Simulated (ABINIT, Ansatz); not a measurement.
# Lattice dynamics of YbP (Fm-3m) in two programs

Aim: the phonon dispersion of YbP (Fm-3m), checked by a second program.

Method: DFT PBEsol, scalar-relativistic, plane waves, PseudoDojo norm-conserving, 4f in core pseudopotentials (the lanthanide files made for PBE), in ABINIT 10.8.3.

**1. The starting structure**

The structure is cubic, space group Fm-3m (No. 225). Conventional cell: a = 5.483 Å, b = 5.483 Å, c = 5.483 Å, α = 90.00°, β = 90.00°, γ = 90.00°. Nearest to Yb lie 6 P at 2.74 Å. Nearest to P lie 6 Yb at 2.74 Å. Farther neighbours are not listed.

**2. Relaxing the cell and atoms**

The harmonic expansion needs vanishing forces, and a free crystal bears no stress, so cell and atoms are brought to rest. Stress is more sensitive to the basis than forces are: the last 3 Ha under the cutoff are smoothed with ecutsm, and the cutoff is raised above that of the later runs.

The starting cell comes from a relaxation made beforehand in Ansatz (PBEsol, NC, 4f in core).

relax.abi reads:

```
# relaxation
ionmov 2
optcell 2
dilatmx 1.08
ntime 40
tolmxf 1.0d-05
tolvrs 1.0d-14
prtwf 0
prtden 0
chksymtnons 0

# basis, mesh and filling
ecut 25.0
ecutsm 3.0
ixc -116133
ngkpt 12 12 12
nshiftk 1
shiftk 0.0 0.0 0.0
istwfk *1
occopt 7
tsmear 0.01
nband 14
nstep 100
diemac 1000000.0
prtebands 0
prtgsr 0

# cell and atoms
acell 3*1.0 Angstrom
rprim 
    0.0 2.741529792 2.741529792
    2.741529792 0.0 2.741529792
    2.741529792 2.741529792 0.0
ntypat 2
znucl 70 15
natom 2
typat 1 2
xred 
    0.5 0.5 0.5
    0.0 0.0 0.0
pp_dirpath "./pseudo"
pseudos "Yb.upf, P.upf"
```

Command:

```sh
$ OMP_NUM_THREADS=1 mpirun -n 8 abinit relax.abi > relax.log
```

Numbers of over 12 decimals in the logs are rounded to 6 here.

relax.abo, the main output file:

```text
[banners, grids, parts of the stress and lines that vanish by symmetry left out]
- input  file    -> relax.abi
- output file    -> relax.abo
- root for input  files -> relaxi
[...]
Symmetries : space group Fm -3 m (#225); Bravais cF (face-center cubic)
[...]
mpw =        2121          nfft =       46656          nkpt =          72
[...]
== DATASET  1 ==================================================================
[...]
cutoff_energies: {ecut:  25.0, pawecutdg:  -1.0, }
[...]
ETOT  1  -53.473775201869    -5.347E+01 7.845E-02 1.041E+02
 ETOT  2  -53.509724924951    -3.595E-02 8.256E-03 1.726E+01
 ETOT  3  -53.512978473925    -3.254E-03 2.022E-03 6.231E-03
 ETOT  4  -53.512980106258    -1.632E-06 2.507E-03 9.870E-05
 ETOT  5  -53.512980129511    -2.325E-08 7.455E-04 3.704E-06
[...]
At SCF step   10       vres2   =  4.08E-17 < tolvrs=  1.00E-14 =>converged.
[...]
sigma(1 1)= -6.45270895E-07  sigma(3 2)=  0.00000000E+00
  sigma(2 2)= -6.45270895E-07  sigma(3 1)=  0.00000000E+00
  sigma(3 3)= -6.45270895E-07  sigma(2 1)=  0.00000000E+00
[...]
convergence: {deltae:  3.979E-13, res2:  4.080E-17, residm:  8.641E-05, diffor: null, }
etotal    :  -5.35129801E+01
[...]
ETOT  1  -53.512980125349    -5.351E+01 6.560E-05 9.411E-05
[...]
At SCF step    7       vres2   =  2.75E-15 < tolvrs=  1.00E-14 =>converged.
[...]
sigma(1 1)= -4.56804510E-07  sigma(3 2)=  0.00000000E+00
  sigma(2 2)= -4.56804510E-07  sigma(3 1)=  0.00000000E+00
  sigma(3 3)= -4.56804510E-07  sigma(2 1)=  0.00000000E+00
[...]
convergence: {deltae:  6.395E-14, res2:  2.749E-15, residm:  2.558E-05, diffor: null, }
etotal    :  -5.35129801E+01
[...]
ETOT  1  -53.512980067916    -5.351E+01 1.691E-05 5.530E-04
[...]
ETOT  7  -53.512980147776    -4.050E-13 3.727E-06 1.647E-14
 ETOT  8  -53.512980147775     8.527E-13 3.276E-06 3.684E-17
 At SCF step    8       vres2   =  3.68E-17 < tolvrs=  1.00E-14 =>converged.
[...]
sigma(1 1)= -7.28980157E-11  sigma(3 2)=  0.00000000E+00
  sigma(2 2)= -7.28980149E-11  sigma(3 1)=  0.00000000E+00
  sigma(3 3)= -7.28980149E-11  sigma(2 1)=  0.00000000E+00
[...]
convergence: {deltae:  8.527E-13, res2:  3.684E-17, residm:  3.276E-06, diffor: null, }
etotal    :  -5.35129801E+01
[...]
At Broyd/MD step   3, gradients are converged :
[...]
sigma(1 1)= -7.28980157E-11  sigma(3 2)=  0.00000000E+00
  sigma(2 2)= -7.28980149E-11  sigma(3 1)=  0.00000000E+00
  sigma(3 3)= -7.28980149E-11  sigma(2 1)=  0.00000000E+00
[...]
- sigma(1 1)= -2.14473367E-06  sigma(3 2)=  0.00000000E+00
- sigma(2 2)= -2.14473364E-06  sigma(3 1)=  0.00000000E+00
- sigma(3 3)= -2.14473364E-06  sigma(2 1)=  0.00000000E+00
[...]
fcart     -0.0000000000E+00 -0.0000000000E+00 -0.0000000000E+00
           strten     -7.2898015749E-11 -7.2898014881E-11 -7.2898014881E-11
================================================================================

[key lines of the parts left out:]
pressure_GPa:   2.1447E-06
Total energy (etotal) [Ha]= -5.35129801477747E+01
```

Elapsed: 53 s, on 8 MPI ranks of Intel Xeon Platinum 8259CL at 2.50GHz (Skylake/Cascade Lake), shared host.

Little changed from the start: no atom moved by 0.005 Å and no cell edge by 0.1 %.

Numbers from this step:

```
volume per atom   : 20.61 Å³
pressure          : 2.14e-6 GPa
gap on the k-mesh : 0 eV
```

**3. Ground state**

First-order wavefunctions inherit every error of the ground state, hence the very tight tolvrs. Occupations are smeared.

gs.abi reads:

```
# ground state
tolvrs 1.0d-16
prtden 1
prtwf 1

# basis, mesh and filling
ecut 19.0
ixc -116133
ngkpt 12 12 12
nshiftk 1
shiftk 0.0 0.0 0.0
istwfk *1
occopt 7
tsmear 0.01
nband 14
nstep 100
diemac 1000000.0
prtebands 0
prtgsr 0

# cell and atoms
acell 3*1.0 Angstrom
rprim 
    0.0 2.741711523 2.741711523
    2.741711523 0.0 2.741711523
    2.741711523 2.741711523 0.0
ntypat 2
znucl 70 15
natom 2
typat 1 2
xred 
    0.5 0.5 0.5
    0.0 0.0 0.0
pp_dirpath "./pseudo"
pseudos "Yb.upf, P.upf"
```

Command:

```sh
$ OMP_NUM_THREADS=1 mpirun -n 8 abinit gs.abi > gs.log
```

gs.abo, the main output file:

```text
[banners, grids, parts of the stress and lines that vanish by symmetry left out]
- input  file    -> gs.abi
- output file    -> gs.abo
- root for input  files -> gsi
[...]
Symmetries : space group Fm -3 m (#225); Bravais cF (face-center cubic)
[...]
mpw =        1124          nfft =       27000          nkpt =          72
[...]
== DATASET  1 ==================================================================
[...]
cutoff_energies: {ecut:  19.0, pawecutdg:  -1.0, }
[...]
ETOT  1  -53.470341334955    -5.347E+01 6.030E-02 6.311E+01
 ETOT  2  -53.503643474823    -3.330E-02 4.401E-02 1.150E+01
 ETOT  3  -53.507364735312    -3.721E-03 2.096E-03 2.814E-03
 ETOT  4  -53.507366257692    -1.522E-06 1.304E-03 8.024E-05
 ETOT  5  -53.507366290646    -3.295E-08 3.669E-03 2.692E-06
[...]
ETOT  9  -53.507366291216     2.132E-13 3.783E-04 4.572E-15
 ETOT 10  -53.507366291217    -7.390E-13 2.594E-05 5.045E-17
 At SCF step   10       vres2   =  5.05E-17 < tolvrs=  1.00E-16 =>converged.
[...]
sigma(1 1)=  1.22592233E-04  sigma(3 2)=  0.00000000E+00
  sigma(2 2)=  1.22592233E-04  sigma(3 1)=  0.00000000E+00
  sigma(3 3)=  1.22592233E-04  sigma(2 1)=  0.00000000E+00
[...]
convergence: {deltae: -7.390E-13, res2:  5.045E-17, residm:  2.594E-05, diffor: null, }
etotal    :  -5.35073663E+01
[...]
sigma(1 1)=  1.22592233E-04  sigma(3 2)=  0.00000000E+00
  sigma(2 2)=  1.22592233E-04  sigma(3 1)=  0.00000000E+00
  sigma(3 3)=  1.22592233E-04  sigma(2 1)=  0.00000000E+00
[...]
- sigma(1 1)=  3.60678801E+00  sigma(3 2)=  0.00000000E+00
- sigma(2 2)=  3.60678801E+00  sigma(3 1)=  0.00000000E+00
- sigma(3 3)=  3.60678801E+00  sigma(2 1)=  0.00000000E+00
[...]
fcart     -0.0000000000E+00 -0.0000000000E+00 -0.0000000000E+00
           strten      1.2259223253E-04  1.2259223253E-04  1.2259223253E-04
================================================================================

[key lines of the parts left out:]
pressure_GPa:  -3.6068E+00
```

The job ended after 11 s (8 MPI ranks; 84 s of CPU time).

This step gave:

| Item | Value |
| --- | --- |
| pressure | -3.607 GPa |

The cell stands at -3.6 GPa: the relaxation ran with a smoothed and higher cutoff, and the difference is a stress of the finite basis. A stress of this size shows a cutoff too low for these files.

**4. Linear response at Γ**

At q = 0 one unit cell holds all displacements. The response is solved for single atoms along the cell's directions, and symmetry skips those that follow from others. The crystal is treated as a metal, which screens a static field, so no field response is asked.

dfpt_gamma.abi reads:

```

# common to the responses
getwfk_filepath "gso_WFK"
kptopt 2
nqpt 1
qpt 0.0 0.0 0.0
asr 0
chneut 0

# displacements
rfphon 1
rfatpol 1 2
rfdir 1 1 1
tolvrs 1.0d-10
prtwf 0
prtpot 1

# basis, mesh and filling
ecut 19.0
ixc -116133
ngkpt 12 12 12
nshiftk 1
shiftk 0.0 0.0 0.0
istwfk *1
occopt 7
tsmear 0.01
nband 14
nstep 100
diemac 1000000.0
prtebands 0
prtgsr 0

# cell and atoms
acell 3*1.0 Angstrom
rprim 
    0.0 2.741711523 2.741711523
    2.741711523 0.0 2.741711523
    2.741711523 2.741711523 0.0
ntypat 2
znucl 70 15
natom 2
typat 1 2
xred 
    0.5 0.5 0.5
    0.0 0.0 0.0
pp_dirpath "./pseudo"
pseudos "Yb.upf, P.upf"
```

Command:

```sh
$ OMP_NUM_THREADS=1 mpirun -n 8 abinit dfpt_gamma.abi > dfpt_gamma.log
```

dfpt_gamma.abo, the main output file:

```text
[banners, grids, parts of the stress and lines that vanish by symmetry left out]
- input  file    -> dfpt_gamma.abi
- output file    -> dfpt_gamma.abo
- root for input  files -> dfpt_gammai
- root for output files -> dfpt_gammao

 Symmetries : space group Fm -3 m (#225); Bravais cF (face-center cubic)
================================================================================
 Values of the parameters that define the memory need of the present run (RF).
     intxc =       0      iscf =       7    lmnmax =       8     lnmax =       8
     mgfft =      30  mpssoang =       4    mqgrid =    3001     natom =       2
  nloc_mem =       1    nspden =       1   nspinor =       1    nsppol =       1
      nsym =      48    n1xccc =    2501    ntypat =       2    occopt =       7
   xclevel =       2
-    mband =          14        mffmem =           1         mkmem =         109
-   mkqmem =         109        mk1mem =         109           mpw =        1124
      nfft =       27000          nkpt =         868
- my_mband =          14
================================================================================
================================================================================

--------------------------------------------------------------------------------
------------- Echo of variables that govern the present computation ------------
--------------------------------------------------------------------------------
-
- outvars: echo of selected default values
-   iomode0 =  0 , fftalg0 =312 , wfoptalg0 =  0
-
- outvars: echo of global parameters not present in the input file
-  max_nthreads =    1
-
 -outvars: echo values of preprocessed input variables
 [... echo left out ...]
================================================================================

 chkinp: Checking input parameters for consistency.

[...]
== DATASET  1 ==================================================================
-   mpi_nproc: 8, omp_nthreads: 1 (-1 if OMP is not activated)

--- !DatasetInfo
iteration_state: {dtset: 1, }
dimensions: {natom: 2, nkpt: 868, mband: 14, nsppol: 1, nspinor: 1, nspden: 1, mpw: 1124, }
cutoff_energies: {ecut:  19.0, pawecutdg:  -1.0, }
electrons: {nelect:   1.60000000E+01, charge:   0.00000000E+00, occopt:   7.00000000E+00, tsmear:   1.00000000E-02, }
meta: {optdriver: 1, rfphon: 1, }
...

 mkfilename: getwfk from: gso_WFK

 Real(R)+Recip(G) space primitive vectors, cartesian coordinates (Bohr,Bohr^-1):
 R(1)=  0.0000000  5.1810839  5.1810839  G(1)= -0.0965049  0.0965049  0.0965049
 R(2)=  5.1810839  0.0000000  5.1810839  G(2)=  0.0965049 -0.0965049  0.0965049
 R(3)=  5.1810839  5.1810839  0.0000000  G(3)=  0.0965049  0.0965049 -0.0965049
 Unit cell volume ucvol=  2.7815820E+02 bohr^3
 Angles (23,13,12)=  6.00000000E+01  6.00000000E+01  6.00000000E+01 degrees
 setup1 : take into account q-point for computing boxcut.

 getcut: wavevector=  0.0000  0.0000  0.0000  ngfft=  30  30  30
         ecut(hartree)=     19.000   => boxcut(ratio)=   2.08894

--- Pseudopotential description ------------------------------------------------
- pspini: atom type   1  psp file is ./pseudo/Yb.upf

- pspini: atom type   2  psp file is ./pseudo/P.upf

   5.55607115E+02                                ecore*ucvol(ha*bohr**3)
--------------------------------------------------------------------------------

 ==>  initialize data related to q vector <==

 The list of irreducible perturbations for this q vector is:
    1)    idir= 1    ipert=   1
    2)    idir= 1    ipert=   2

[...]
The perturbation idir=   2  ipert=   1 is
 symmetric of a previously calculated perturbation.
 So, its SCF calculation is not needed.

 The perturbation idir=   3  ipert=   1 is
 symmetric of a previously calculated perturbation.
 So, its SCF calculation is not needed.

 The perturbation idir=   2  ipert=   2 is
 symmetric of a previously calculated perturbation.
 So, its SCF calculation is not needed.

 The perturbation idir=   3  ipert=   2 is
 symmetric of a previously calculated perturbation.
 So, its SCF calculation is not needed.

--------------------------------------------------------------------------------
 Perturbation wavevector (in red.coord.)   0.000000  0.000000  0.000000
 Perturbation : displacement of atom   1   along direction   1
 Found     4 symmetries that leave the perturbation invariant.

[...]
dfpt_looppert : total number of electrons, from k and k+q
  fully or partially occupied states are    1.600000E+01 and    1.600000E+01.
 Initialisation of the first-order wave-functions :
  ireadwf=   0

--- !BeginCycle
iteration_state: {dtset: 1, }
solver: {iscf: 7, nstep: 100, nline: 4, wfoptalg: 0, }
tolerances: {tolvrs: 1.00E-10, }
...

     iter   2DEtotal(Ha)        deltaE(Ha) residm    vres2
-ETOT  1   4.081368     -1.321E+03 4.306E+00 4.468E+02
 ETOT  2   3.349723     -7.316E-01 2.923E-02 1.807E+01
 ETOT  3   3.334830     -1.489E-02 8.852E-04 3.093E-01
 ETOT  4   3.334654     -1.766E-04 3.599E-05 2.315E-02
 ETOT  5   3.334643     -1.067E-05 1.318E-06 4.279E-04
[...]
At SCF step    9       vres2   =  1.60E-12 < tolvrs=  1.00E-10 =>converged.
[...]
Mean square residual over all n,k,spin=   14.690E-15; max=  52.171E-13

 Thirteen components of 2nd-order total energy (hartree) are
 1,2,3: 0th-order hamiltonian combined with 1st-order wavefunctions
     kin0=   7.62263783E+02 eigvalue=   1.50658610E+02  local=  -3.88468679E+02
 4,5,6: 1st-order hamiltonian combined with 1st and 0th-order wfs
 loc psp =  -1.90064140E+03  Hartree=   5.03036352E+02     xc=  -1.08055066E+02
 note that "loc psp" includes a xc core correction that could be resolved
 7,8,9: eventually, occupation + non-local contributions
    edocc=   2.62830079E+02     enl0=   1.39337620E+02   enl1=  -7.42564000E+02
 1-9 gives the relaxation energy (to be shifted if some occ is /=2.0)
   erelax=  -1.32160270E+03
 10,11,12 Non-relaxation  contributions : frozen-wavefunctions and Ewald
 fr.local=   8.62839648E+02 fr.nonlo=   3.74434038E+02  Ewald=   4.44662673E+01
 13,14 Frozen wf xc core corrections (1) and (2)
 frxc 1  =  -1.79197676E+02  frxc 2 =   2.22395065E+02
 Resulting in :
 2DEtotal=    0.3334642617E+01 Ha. Also 2DEtotal=    0.907402482314E+02 eV
    (2DErelax=   -1.3216026998E+03 Ha. 2DEnonrelax=    1.3249373425E+03 Ha)
    (  non-var. 2DEtotal :    3.3346429953E+00 Ha)

[...]
Perturbation wavevector (in red.coord.)   0.000000  0.000000  0.000000
 Perturbation : displacement of atom   2   along direction   1
 Found     4 symmetries that leave the perturbation invariant.

--------------------------------------------------------------------------------

--------------------------------------------------------------------------------

 dfpt_looppert : total number of electrons, from k and k+q
  fully or partially occupied states are    1.600000E+01 and    1.600000E+01.
 Initialisation of the first-order wave-functions :
  ireadwf=   0

--- !BeginCycle
iteration_state: {dtset: 1, }
solver: {iscf: 7, nstep: 100, nline: 4, wfoptalg: 0, }
tolerances: {tolvrs: 1.00E-10, }
...

     iter   2DEtotal(Ha)        deltaE(Ha) residm    vres2
-ETOT  1   4.303502     -1.896E+02 1.121E+00 1.445E+03
[...]
ETOT  8   3.333075     -1.620E-12 1.799E-11 1.993E-10
 ETOT  9   3.333075      1.336E-12 1.061E-12 5.799E-12

 At SCF step    9       vres2   =  5.80E-12 < tolvrs=  1.00E-10 =>converged.
[...]
Mean square residual over all n,k,spin=   32.933E-16; max=  10.610E-13

 Thirteen components of 2nd-order total energy (hartree) are
 1,2,3: 0th-order hamiltonian combined with 1st-order wavefunctions
     kin0=   1.54246715E+02 eigvalue=  -7.22490491E+00  local=  -1.01238055E+02
 4,5,6: 1st-order hamiltonian combined with 1st and 0th-order wfs
 loc psp =  -1.13633011E+02  Hartree=   4.66728802E+01     xc=  -1.62461040E+01
 note that "loc psp" includes a xc core correction that could be resolved
 7,8,9: eventually, occupation + non-local contributions
    edocc=   1.84901126E+01     enl0=   9.58481892E+01   enl1=  -2.67464655E+02
 1-9 gives the relaxation energy (to be shifted if some occ is /=2.0)
   erelax=  -1.90548833E+02
 10,11,12 Non-relaxation  contributions : frozen-wavefunctions and Ewald
 fr.local=   1.34983797E+01 fr.nonlo=   1.40740485E+02  Ewald=   4.44662673E+01
 13,14 Frozen wf xc core corrections (1) and (2)
 frxc 1  =  -1.80440129E+01  frxc 2 =   1.32207887E+01
 Resulting in :
 2DEtotal=    0.3333074994E+01 Ha. Also 2DEtotal=    0.906975910492E+02 eV
    (2DErelax=   -1.9054883275E+02 Ha. 2DEnonrelax=    1.9388190774E+02 Ha)
    (  non-var. 2DEtotal :    3.3330748339E+00 Ha)

[...]
---- first-order wavefunction calculations are completed ----

 ==> Compute Derivative Database <==

 [... matrices left out ...]
  Phonon wavevector (reduced coordinates) :  0.00000  0.00000  0.00000
 Phonon energies in Hartree :
  -4.105141E-06 -4.105141E-06 -4.105140E-06  1.138635E-03  1.138635E-03
   1.138635E-03
 Phonon frequencies in cm-1    :
- -9.009743E-01 -9.009743E-01 -9.009741E-01  2.499016E+02  2.499016E+02
-  2.499016E+02

== END DATASET(S) ==============================================================
================================================================================

 -outvars: echo values of variables after computation
            acell      1.8897261259E+00  1.8897261259E+00  1.8897261259E+00 Bohr
           etotal      3.3330749940E+00
            fcart      0.0000000000E+00  0.0000000000E+00  0.0000000000E+00
           strten      0.0000000000E+00  0.0000000000E+00  0.0000000000E+00
================================================================================
```

It took 58 s on 8 MPI ranks.

Read from the output:

| Item | Value |
| --- | --- |
| largest acoustic frequency at the zone centre before the sum rule | -0.9 cm⁻¹ |
| highest optical zone-centre mode (no LO-TO term) | 249.9 cm⁻¹ |
| lowest optical zone-centre mode | 249.9 cm⁻¹ |

The acoustic modes at Γ come out as far as 0.9 cm⁻¹ from zero, where they should vanish, a small numerical error.

**5. Ground state**

Scaled from the time of the run at Γ, the full q mesh would overrun the time at hand on this k mesh, so the ground state is made again on a coarser one.

gs.abi: that of step 3 with these lines changed.

```diff
@@ -8,3 +8,3 @@
 ixc -116133
-ngkpt 12 12 12
+ngkpt 8 8 8
 nshiftk 1
```

Command:

```sh
$ OMP_NUM_THREADS=1 mpirun -n 8 abinit gs.abi > gs.log
```

gs.abo, the main output file:

```text
[banners, grids, parts of the stress and lines that vanish by symmetry left out]
- input  file    -> gs.abi
- output file    -> gs.abo
- root for input  files -> gsi
[...]
Symmetries : space group Fm -3 m (#225); Bravais cF (face-center cubic)
[...]
mpw =        1124          nfft =       27000          nkpt =          29
[...]
== DATASET  1 ==================================================================
[...]
cutoff_energies: {ecut:  19.0, pawecutdg:  -1.0, }
[...]
ETOT  1  -53.470042418765    -5.347E+01 7.091E-02 6.213E+01
 ETOT  2  -53.503905406061    -3.386E-02 1.411E-02 1.075E+01
 ETOT  3  -53.507396648978    -3.491E-03 1.845E-03 2.491E-03
 ETOT  4  -53.507398229089    -1.580E-06 9.253E-04 6.306E-05
 ETOT  5  -53.507398255674    -2.658E-08 3.676E-03 2.338E-06
[...]
ETOT  9  -53.507398256217    -1.130E-12 3.618E-04 6.021E-15
 ETOT 10  -53.507398256216     9.237E-13 2.632E-05 2.091E-17
 At SCF step   10       vres2   =  2.09E-17 < tolvrs=  1.00E-16 =>converged.
[...]
sigma(1 1)=  1.20599926E-04  sigma(3 2)=  0.00000000E+00
  sigma(2 2)=  1.20599926E-04  sigma(3 1)=  0.00000000E+00
  sigma(3 3)=  1.20599926E-04  sigma(2 1)=  0.00000000E+00
[...]
convergence: {deltae:  9.237E-13, res2:  2.091E-17, residm:  2.632E-05, diffor: null, }
etotal    :  -5.35073983E+01
[...]
sigma(1 1)=  1.20599926E-04  sigma(3 2)=  0.00000000E+00
  sigma(2 2)=  1.20599926E-04  sigma(3 1)=  0.00000000E+00
  sigma(3 3)=  1.20599926E-04  sigma(2 1)=  0.00000000E+00
[...]
- sigma(1 1)=  3.54817233E+00  sigma(3 2)=  0.00000000E+00
- sigma(2 2)=  3.54817233E+00  sigma(3 1)=  0.00000000E+00
- sigma(3 3)=  3.54817233E+00  sigma(2 1)=  0.00000000E+00
[...]
fcart     -0.0000000000E+00 -0.0000000000E+00 -0.0000000000E+00
           strten      1.2059992611E-04  1.2059992611E-04  1.2059992611E-04
================================================================================

[key lines of the parts left out:]
pressure_GPa:  -3.5482E+00
```

Wall time 6.7 s (8 MPI ranks); 51 s of CPU time.

Read from the output:

```yaml
pressure: -3.548 GPa
```

(Continued in part 2 of 4.)

[Host names and launcher messages were left out of these logs when they were recorded.]

[Logs are printed without paths, hosts, clocks, repeated set-up lines and the standing remarks that a program may print on its own settings, such as how far it seeks lower states.]

[Hosts, paths, dates, database ids (printed as entryN), source tags and the programs' standing remarks are cut or masked in the printed files.]
